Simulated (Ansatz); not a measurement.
# BePd (Pm-3m): phonons and vibrational spectra

How does BePd (Pm-3m) vibrate, and is this structure a minimum?

Calculated with Ansatz 0.2.0; DFT PBEsol, scalar-relativistic, plane waves, PAW; PAW set soft_1.

## 1. Starting point

It takes space group Pm-3m (No. 221, cubic). The conventional cell has a = 2.813 Å, b = 2.813 Å, c = 2.813 Å, α = 90.00°, β = 90.00°, γ = 90.00°. Nearest to Be lie 8 Pd at 2.44 Å. Nearest to Pd lie 8 Be at 2.44 Å. Farther neighbours are not listed.

## 2. Bringing the structure to rest

Harmonic phonons are second derivatives at a point where the forces vanish, and they are wanted at zero stress, so atoms and cell are relaxed first.

The input, input.yaml:

```yaml
crystal:
  lattice:
    - [2.813, 0.0, 0.0]
    - [0.0, 2.813, 0.0]
    - [0.0, 0.0, 2.813]
  atoms:
    - { symbol: Be, position: [0.0, 0.0, 0.0] }
    - { symbol: Pd, position: [0.5, 0.5, 0.5] }
kpoints:
  mp_grid: { grid: [14, 14, 14] }
hamiltonian:
  xc: pbesol
  pseudopotentials: { kind: paw, azcp: { folder: soft_1 }, xc_functional: pbe }
scf:
  occupations: { method: gaussian, width: 0.1 }
output:
  forces: true
  stress: true
  eigenvalues: true
relax:
  adjacent_minimum: "off"
  f_tol: 0.005
  max_steps: 80
  cell: { stress_tol: 0.05 }
```

On the command line:

```console
ansatz run input.yaml --threads 4 --pin off --max-ram 10240MiB --backend cpu --events-out ev --progress --plain --runs-dir out
```

Numbers of over 12 decimals in the logs are rounded to 6 here.

The log of the run:

```text
Engine: ansatz 0.2.0, x86_64-unknown-linux-gnu
Pseudopotentials: kind: paw
Pseudopotential: Be, paw, valence charge 2, recommended cutoff 420 eV (normal), soft_1/Be.paw.azcp
Pseudopotential: Pd, paw, valence charge 18, recommended cutoff 420 eV (normal), soft_1/Pd.paw.azcp
Functional definition: PBEsol
  exchange = pbesol_x
  correlation = pbesol_c
Crystal: 2 atoms, lattice volume = 22.259 Å³
Basis set: ecut = 420 eV, 461 PW (Γ), exchange–correlation on 40×40×40 points (8 copies of the dense FFT grid, shifted against one another)
Bands: 14, of which v1, the nominal top of the filled ones, is band 10 counted from 1 (9 counted from 0)
Symmetry: 48 space group operations
Space group: Pm-3m (ITA 221), of the structure as read, at distance tolerance 2.8e-5 Å
k-points: 120 of 2744
Non-local potential: Be, projectors of the file, l = 0: 2, l = 1: 2, l = 2: 1
Non-local potential: Pd, projectors of the file, l = 0: 2, l = 1: 2, l = 2: 2, l = 3: 1
PAW form: soft (Blöchl's): semilocal exchange-correlation on the pseudo side does not see the compensation charge
PAW frozen core: Be, regenerated for the run's functional, and the local potential with it (the file was generated under x = pbe(κ = 0.804, μ = 0.219515), c = pbe(β = 0.066725))
PAW frozen core: Pd, regenerated for the run's functional, and the local potential with it (the file was generated under x = pbe(κ = 0.804, μ = 0.219515), c = pbe(β = 0.066725))
PAW one-centre angular grid: Be, 110 points (default); XC on 64 Gauss nodes
PAW one-centre angular grid: Pd, 590 points (default); XC on 64 Gauss nodes
Initial density: superposition of atomic densities (chi_scale 0.1, normalization cell, long waves kept (reshape's long-wave potential 0.00 eV rms))
Initial wavefunctions: pseudopotential atomic-orbital guess
Functional: x = pbesol(κ = 0.804, μ = 0.123457), c = pbesol(β = 0.046)
SCF iter   1: F=—  HF=-7001.866899 eV  |F-HF|=—  |Δ(HF+E_count)|=         —  Δρ=2.40e-1  dr2=1.70e1  ethr=3.10e-3  ⟨swp⟩=5.1  Hψ=8889  notcnv=0
preconditioner: auto → none  [metal: Δε(μ)=0.023 eV  Ē_g=9.588 eV  σ=0.100 eV  W_gap=0.13  n_scr=6 (ndim 8)  ℏωp=27.3 eV  f_vac=0.000  D(μ)=0.57/eV (n_scr^D=0)  sad-step TF]
SCF iter   2: F=—  HF=-6999.750351 eV  |F-HF|=—  |Δ(HF+E_count)|=    2.12e0  Δρ=1.47e-1  dr2=6.72e0  ethr=3.10e-3  ⟨swp⟩=2.5  Hψ=3879  notcnv=0  defer=10
SCF iter   3: F=—  HF=-6998.312633 eV  |F-HF|=—  |Δ(HF+E_count)|=    1.44e0  Δρ=1.34e-2  dr2=5.53e-2  ethr=3.10e-3  ⟨swp⟩=3.0  Hψ=3466  notcnv=0  defer=10
SCF iter   4: F=—  HF=-6998.301889 eV  |F-HF|=—  |Δ(HF+E_count)|=   1.07e-2  Δρ=1.77e-3  dr2=5.23e-4  ethr=2.77e-4  ⟨swp⟩=1.9  Hψ=2848  notcnv=0  defer=14
SCF iter   5: F=—  HF=-6998.301832 eV  |F-HF|=—  |Δ(HF+E_count)|=   5.63e-5  Δρ=1.31e-4  dr2=3.93e-6  ethr=2.61e-6  ⟨swp⟩=2.1  Hψ=2238  notcnv=0  defer=14
SCF iter   6: F=—  HF=-6998.301856 eV  |F-HF|=—  |Δ(HF+E_count)|=   2.39e-5  Δρ=4.52e-6  dr2=1.19e-9  ethr=5.00e-10  ⟨swp⟩=6.0  Hψ=8226  notcnv=0
SCF iter   7: F=-6998.301856 eV  HF=-6998.301856 eV  |F-HF|=3.73e-11  |Δ(HF+E_count)|=  1.01e-10  Δρ=5.04e-7  dr2=5.98e-11  ethr=5.95e-12  ⟨swp⟩=1.0  Hψ=4996  notcnv=0
SCF 1 converged in 7 iterations: F = -6998.301856 eV  dr2 = 5.98e-11
  greatest PAW one-centre occupation: 0.999 electrons in one spin orbital (limit 2), on the Pd atom at site 1 (counted from 0), in its partial waves of l = 0
relax step   1: F+E_penalty+E_count = -6998.30185630 eV  Δ(F+E_penalty+E_count) = +0.000e0 eV  max|allowed force component| = 1.500e-29 eV/Å  Δτ_max = 0.0000 Å  P = -3.082 GPa  Ω = 22.259 Å³  (7 SCF iters, dr2 threshold 1.00e-7 eV, accepted)
Crystal: 2 atoms, lattice volume = 21.822 Å³
Basis set: ecut = 420 eV, 437 PW (Γ), exchange–correlation on 40×40×40 points (8 copies of the dense FFT grid, shifted against one another)
Initial density: handed on by an earlier stage of this run
Initial wavefunctions: those handed on with the density
iter 1 solved again at ethr=4.37e-5 eV; its pass at ethr=3.10e-3 eV (dr2=8.75e-3 eV) is discarded
SCF iter   1: F=—  HF=-6998.307432 eV  |F-HF|=—  |Δ(HF+E_count)|=         —  Δρ=5.01e-3  dr2=8.33e-3  ethr=4.37e-5  ⟨swp⟩=1.0  Hψ=10576  notcnv=0
preconditioner: auto → none  [metal: Δε(μ)=0.006 eV  Ē_g=10.961 eV  σ=0.100 eV  W_gap=0.03  n_scr=6 (ndim 8)  ℏωp=27.5 eV  f_vac=0.000  D(μ)=0.88/eV (n_scr^D=6)]
SCF iter   2: F=—  HF=-6998.305570 eV  |F-HF|=—  |Δ(HF+E_count)|=   1.86e-3  Δρ=1.35e-3  dr2=4.92e-4  ethr=4.16e-5  ⟨swp⟩=1.1  Hψ=1708  notcnv=0
SCF iter   3: F=—  HF=-6998.305415 eV  |F-HF|=—  |Δ(HF+E_count)|=   1.55e-4  Δρ=2.85e-4  dr2=2.11e-5  ethr=2.46e-6  ⟨swp⟩=1.9  Hψ=1988  notcnv=0
SCF iter   4: F=—  HF=-6998.305429 eV  |F-HF|=—  |Δ(HF+E_count)|=   1.34e-5  Δρ=4.02e-5  dr2=1.18e-7  ethr=1.05e-7  ⟨swp⟩=2.1  Hψ=2099  notcnv=0
iter 5 did not close the SCF: its close was put off for the readings that it lacked (scf_convergence_deferred on its scf_iter line)
SCF iter   5: F=-6998.305429 eV  HF=-6998.305429 eV  |F-HF|=7.09e-10  |Δ(HF+E_count)|=   3.76e-8  Δρ=2.59e-6  dr2=9.56e-10  ethr=5.88e-10  ⟨swp⟩=1.7  Hψ=1952  notcnv=0
SCF iter   6: F=-6998.305429 eV  HF=-6998.305429 eV  |F-HF|=9.09e-13  |Δ(HF+E_count)|=  9.46e-11  Δρ=1.75e-7  dr2=1.63e-12  ethr=4.78e-12  ⟨swp⟩=1.0  Hψ=4917  notcnv=0
SCF 2 converged in 6 iterations: F = -6998.305429 eV  dr2 = 1.63e-12
relax step   2: F+E_penalty+E_count = -6998.30542868 eV  Δ(F+E_penalty+E_count) = -3.572e-3 eV  max|allowed force component| = 2.662e-30 eV/Å  Δτ_max = 0.0000 Å  P = +0.596 GPa  Ω = 21.822 Å³  energy of the carried Pulay correction = +8.505e-5 eV  (6 SCF iters, dr2 threshold 2.00e-7 eV, accepted)
Crystal: 2 atoms, lattice volume = 21.891 Å³
iter 1 solved again at ethr=1.01e-6 eV; its pass at ethr=3.10e-3 eV (dr2=2.03e-4 eV) is discarded
SCF iter   1: F=—  HF=-6998.305572 eV  |F-HF|=—  |Δ(HF+E_count)|=         —  Δρ=8.04e-4  dr2=2.16e-4  ethr=1.01e-6  ⟨swp⟩=1.0  Hψ=8958  notcnv=0
preconditioner: auto → none  [metal: Δε(μ)=0.038 eV  Ē_g=10.990 eV  σ=0.100 eV  W_gap=0.21  n_scr=6 (ndim 8)  ℏωp=27.5 eV  f_vac=0.000  D(μ)=0.91/eV (n_scr^D=6)]
SCF iter   2: F=—  HF=-6998.305526 eV  |F-HF|=—  |Δ(HF+E_count)|=   4.61e-5  Δρ=2.18e-4  dr2=1.32e-5  ethr=1.01e-6  ⟨swp⟩=1.2  Hψ=1753  notcnv=0
SCF iter   3: F=—  HF=-6998.305541 eV  |F-HF|=—  |Δ(HF+E_count)|=   1.44e-5  Δρ=4.52e-5  dr2=5.39e-7  ethr=6.60e-8  ⟨swp⟩=1.8  Hψ=1988  notcnv=0
iter 4 did not close the SCF: its close was put off for the readings that it lacked (scf_convergence_deferred on its scf_iter line)
SCF iter   4: F=-6998.305540 eV  HF=-6998.305540 eV  |F-HF|=5.78e-10  |Δ(HF+E_count)|=   1.19e-7  Δρ=6.36e-6  dr2=3.00e-9  ethr=2.69e-9  ⟨swp⟩=2.0  Hψ=2056  notcnv=0
iter 5 did not close the SCF: its close was put off for the readings that it lacked (scf_convergence_deferred on its scf_iter line)
SCF iter   5: F=-6998.305540 eV  HF=-6998.305540 eV  |F-HF|=2.09e-11  |Δ(HF+E_count)|=  9.68e-10  Δρ=4.38e-7  dr2=2.83e-11  ethr=1.50e-11  ⟨swp⟩=1.7  Hψ=2009  notcnv=0
SCF iter   6: F=-6998.305540 eV  HF=-6998.305540 eV  |F-HF|=0.00e0  |Δ(HF+E_count)|=  3.64e-12  Δρ=2.72e-8  dr2=4.86e-14  ethr=1.00e-12  ⟨swp⟩=1.0  Hψ=3840  notcnv=0
SCF 3 converged in 6 iterations: F = -6998.305540 eV  dr2 = 4.86e-14
relax step   3: F+E_penalty+E_count = -6998.30554046 eV  Δ(F+E_penalty+E_count) = -1.118e-4 eV  max|allowed force component| = 6.409e-30 eV/Å  Δτ_max = 0.0000 Å  P = -0.018 GPa  Ω = 21.891 Å³  energy of the carried Pulay correction = +7.138e-5 eV  (6 SCF iters, dr2 threshold 2.00e-7 eV, accepted)
Initial wavefunctions: pseudopotential atomic-orbital guess (no wavefunctions were taken with the density)
iter 1 solved again at ethr=3.33e-8 eV; its pass at ethr=3.10e-3 eV (dr2=6.67e-6 eV) is discarded
SCF iter   1: F=—  HF=-6998.305444 eV  |F-HF|=—  |Δ(HF+E_count)|=         —  Δρ=2.51e-5  dr2=2.56e-8  ethr=3.33e-8  ⟨swp⟩=2.4  Hψ=13082  notcnv=0
preconditioner: auto → none  [metal: Δε(μ)=0.038 eV  Ē_g=10.983 eV  σ=0.100 eV  W_gap=0.20  n_scr=6 (ndim 8)  ℏωp=27.5 eV  f_vac=0.000  D(μ)=0.90/eV (n_scr^D=6)]
SCF iter   2: F=—  HF=-6998.305464 eV  |F-HF|=—  |Δ(HF+E_count)|=   1.99e-5  Δρ=1.10e-5  dr2=4.23e-9  ethr=1.28e-10  ⟨swp⟩=2.0  Hψ=2747  notcnv=0
SCF iter   3: F=—  HF=-6998.305464 eV  |F-HF|=—  |Δ(HF+E_count)|=   3.89e-9  Δρ=1.90e-6  dr2=1.11e-10  ethr=2.11e-11  ⟨swp⟩=2.0  Hψ=2883  notcnv=0
iter 4 did not close the SCF: its close was put off for the readings that it lacked (scf_convergence_deferred on its scf_iter line)
SCF iter   4: F=-6998.305464 eV  HF=-6998.305464 eV  |F-HF|=3.64e-12  |Δ(HF+E_count)|=  1.98e-10  Δρ=2.02e-7  dr2=1.92e-12  ethr=1.00e-12  ⟨swp⟩=2.0  Hψ=2569  notcnv=0
iter 5 did not close the SCF: its close was put off for the readings that it lacked (scf_convergence_deferred on its scf_iter line)
SCF iter   5: F=-6998.305464 eV  HF=-6998.305464 eV  |F-HF|=9.09e-13  |Δ(HF+E_count)|=  2.73e-12  Δρ=1.40e-8  dr2=4.20e-14  ethr=1.00e-12  ⟨swp⟩=1.0  Hψ=1680  notcnv=0
iter 6 did not close the SCF: its close was put off for the readings that it lacked (scf_convergence_deferred on its scf_iter line)
SCF iter   6: F=-6998.305464 eV  HF=-6998.305464 eV  |F-HF|=1.82e-12  |Δ(HF+E_count)|=  9.09e-13  Δρ=2.44e-9  dr2=1.11e-15  ethr=1.00e-12  ⟨swp⟩=1.0  Hψ=1680  notcnv=0
iter 7 did not close the SCF: its close was put off for the readings that it lacked (scf_convergence_deferred on its scf_iter line)
SCF iter   7: F=-6998.305464 eV  HF=-6998.305464 eV  |F-HF|=9.09e-13  |Δ(HF+E_count)|=  1.82e-12  Δρ=2.35e-10  dr2=6.37e-18  ethr=1.00e-12  ⟨swp⟩=1.0  Hψ=1680  notcnv=0
SCF iter   8: F=-6998.305464 eV  HF=-6998.305464 eV  |F-HF|=1.82e-12  |Δ(HF+E_count)|=    0.00e0  Δρ=5.40e-11  dr2=5.13e-19  ethr=1.00e-12  ⟨swp⟩=1.0  Hψ=3840  notcnv=0
SCF 4 converged in 8 iterations: F = -6998.305464 eV  dr2 = 5.13e-19
relax step   4: F+E_penalty+E_count = -6998.30546429 eV  Δ(F+E_penalty+E_count) = +7.617e-5 eV  max|allowed force component| = 9.992e-30 eV/Å  Δτ_max = 0.0000 Å  P = -0.013 GPa  Ω = 21.891 Å³  stress off target by 1.27e-2 GPa  SCF on the basis re-selected at this cell (its energy is not comparable with the rows above)  (8 SCF iters)
basis re-selected at this cell: Δ(F+E_penalty+E_count) = +7.617e-5 eV, ΔP = +0.005 GPa vs the last step (what re-selecting the basis moved, of the pressure what is left beyond the Pulay correction that the steps carried, after the strain that the cell walked since its last selection, with what the two solves' SCF thresholds leave and, on support functions, any second-order correction that the steps lacked; it is no m [...]
SCF converged after 8 iterations
Free energy (F): -6998.305464 eV
Harris-Foulkes:  -6998.305464 eV  (|F-HF|=1.82e-12)
Internal energy: -6998.300943 eV  (E = F + TS)
E sigma→0 (E₀):  -6998.303204 eV
Entropy (-TS):   -0.004522 eV (-2.261 meV/atom)
Fermi energy:    17.043492 eV
--- Per-component energies (eV) ---
  E_band       = -188.627133
  E_kinetic    = 469.122894
  E_local      = -2268.584408  (includes V_loc(G=0)·N_el)
  E_nonlocal   = 374.724327
  E_hartree    = 929.961962
  E_xc         = -159.176397
  E_vxc        = -197.189739  (∫ρ·V_xc dr)
  E_paw        = -3800.852854  (= ΣΔE_a)
  E_vpaw       = -426.624350  (= ΣTr[D̂ρ^β])
  E_aug_tail   = 0.000218  (compensation charges beyond the density's cutoff)
  E_ewald      = -2543.808742
  E_core_change = 0.312057  (= ΣΔE_core)
  E_smearing   = -0.004522  (= −TS)
  E_closure    = 0.000000  (closes the sum)
  Σ components = -6998.305464   (vs F -6998.305464, Δ=0.00e0)
--- Forces (eV/Å), atoms counted from 1 ---
  atom   1  Be    -0.00000000    -0.00000000    -0.00000000
  atom   2  Pd     0.00000000     0.00000000    -0.00000000
  max |Σ_I F_I| component: 1.79e-29 eV/Å
--- Stress (GPa, compression-positive) ---
       -0.012709       0.000000       0.000000
        0.000000      -0.012709      -0.000000
       -0.000000      -0.000000      -0.012709
  P = ⅓ Tr σ = -0.0127 GPa (-0.127 kbar)
--- Band table (eV; the first three rows and the last of 120) ---
  k-point 0: bands = [... 6 lower, 11.3106, 14.6818, 14.6818, 14.6818, 22.4405, 22.4405, 22.4405, 31.4076]
  k-point 1: bands = [... 6 lower, 11.3635, 14.5801, 14.5801, 14.6890, 22.0569, 22.6325, 22.6325, 31.2299]
  k-point 2: bands = [... 6 lower, 11.5138, 14.3132, 14.3132, 14.7090, 21.1154, 23.1706, 23.1706, 30.7536]
  k-point 119: bands = [... 6 lower, 10.5061, 15.8221, 15.8221, 21.8625, 22.6483, 22.6483, 22.6483, 23.8740]
--- Relaxed structure (3 steps of the walk, 3 accepted, 1 SCFs on fresh bases) ---
  F+E_penalty+E_count = -6998.30546429 eV   max|allowed force component| = 9.992e-30 eV/Å   (the final SCF, on the basis selected at the relaxed cell)
  cell:  # Å, volume = 21.8915 Å³
    - [2.797423, 0, 0]
    - [0, 2.797423, 0.0]
    - [0, 0.0, 2.797423]
  atoms:
    - { symbol: Be, position: [0, 0, 0] }
    - { symbol: Pd, position: [0.500000, 0.500000, 0.500000] }
```

Elapsed: 2.3 s, on 4 threads of Intel Xeon Platinum 8375C at 2.90GHz (Ice Lake), shared host; peak memory 0.57 GiB.

Relaxation path:

| step | energy less that of the first step (eV) | largest force component (eV/Å) | pressure (GPa) | volume (Å³) |
| --- | --- | --- | --- | --- |
| 1 | 0.0000 | 0.0000 | -3.08 | 22.26 |
| 2 | -0.0036 | 0.0000 | 0.60 | 21.82 |
| 3 | -0.0037 | 0.0000 | -0.02 | 21.89 |
| 4* | -0.0036 | 0.0000 | -0.01 | 21.89 |

Relaxation steps marked * repeat the geometry before them on a plane-wave basis chosen anew for their cell, so energy and pressure can jump there.

Forces are held to the 48 operations that the run works with; a distortion that breaks them can't arise in this run.

| conventional cell, symmetrised | before | after | change |
| --- | --- | --- | --- |
| a (Å) | 2.813 | 2.797 | -0.6 % |
| b (Å) | 2.813 | 2.797 | -0.6 % |
| c (Å) | 2.813 | 2.797 | -0.6 % |
| volume (Å³/atom) | 11.13 | 10.95 | -1.7 % |

The relaxed structure:

```xyz
2
Lattice="2.7974 0.0000 0.0000 0.0000 2.7974 0.0000 0.0000 0.0000 2.7974" Properties=species:S:1:pos:R:3 pbc="T T T"
Be    0.0000    0.0000    0.0000
Pd    1.3987    1.3987    1.3987
```

Numbers from this step:

* pressure: -0.01271 GPa
* volume per atom: 10.95 Å³
* gap on the k-mesh: 0 eV

In this step the volume went from 11.13 to 10.95 Å³/atom.

## 3. Tight relaxation

Phonons need a cell at rest on their own settings, so the relaxation is repeated with tight tolerances on forces and stress, using the mesh and the filling of the phonon run that follows.

input.yaml, the sections that differ from step 2:

```yaml
crystal:
  lattice:
    - [2.7974234134, 0.0, 0.0]
    - [0.0, 2.7974234134, 0.0]
    - [0.0, 0.0, 2.7974234134]
  atoms:
    - { symbol: Be, position: [0.0, 0.0, 0.0] }
    - { symbol: Pd, position: [0.5, 0.5, 0.5] }
kpoints:
  mp_grid: { grid: [16, 16, 16] }
scf:
  occupations: { method: methfessel_paxton, width: 0.2 }
relax:
  adjacent_minimum: "off"
  f_tol: 0.001
  max_steps: 60
  cell: { stress_tol: 0.01 }
# hamiltonian, output: as in step 2
```

The log of the run:

```text
[...]
Crystal: 2 atoms, lattice volume = 21.891 Å³
Basis set: ecut = 420 eV, 437 PW (Γ), exchange–correlation on 40×40×40 points (8 copies of the dense FFT grid, shifted against one another)
Bands: 14, of which v1, the nominal top of the filled ones, is band 10 counted from 1 (9 counted from 0)
Symmetry: 48 space group operations
[...]
k-points: 165 of 4096
[...]
k-point 164: bands = [... 6 lower, 10.5070, 15.8245, 15.8245, 21.8620, 22.6487, 22.6487, 22.6487, 23.8745]
--- Relaxed structure (1 steps of the walk, 1 accepted, 1 SCFs on fresh bases) ---
[...]
cell:  # Å, volume = 21.8915 Å³
    - [2.7974234134, 0.0, 0.0]
    - [0.0, 2.7974234134, 0.0]
    - [0.0, 0.0, 2.7974234134]
  atoms:
    - { symbol: Be, position: [0.0, 0.0, 0.0] }
    - { symbol: Pd, position: [0.5, 0.5, 0.5] }
[key lines of the parts left out:]
SCF converged after 5 iterations
Free energy (F): -6998.303139 eV
Fermi energy:    17.061647 eV
P = ⅓ Tr σ = 0.0086 GPa (0.086 kbar)
```

It took 1.6 s on 4 threads; peak memory 0.6 GiB; 5.3 s of CPU time.

Little changed from the start: no atom moved by 0.005 Å and no cell edge by 0.1 %.

Numbers from this step:

```yaml
pressure: 0.008634 GPa
```

The forces vanish by symmetry and the pressure is 0.009 GPa, within the tolerances set. The cell now holds 10.95 Å³/atom.

(Continued in part 2 of 2.)

[Logs are printed without paths, hosts, clocks, repeated set-up lines and the standing remarks that a program may print on its own settings, such as how far it seeks lower states.]

[Hosts, paths, dates, database ids (printed as entryN), source tags and the programs' standing remarks are cut or masked in the printed files.]
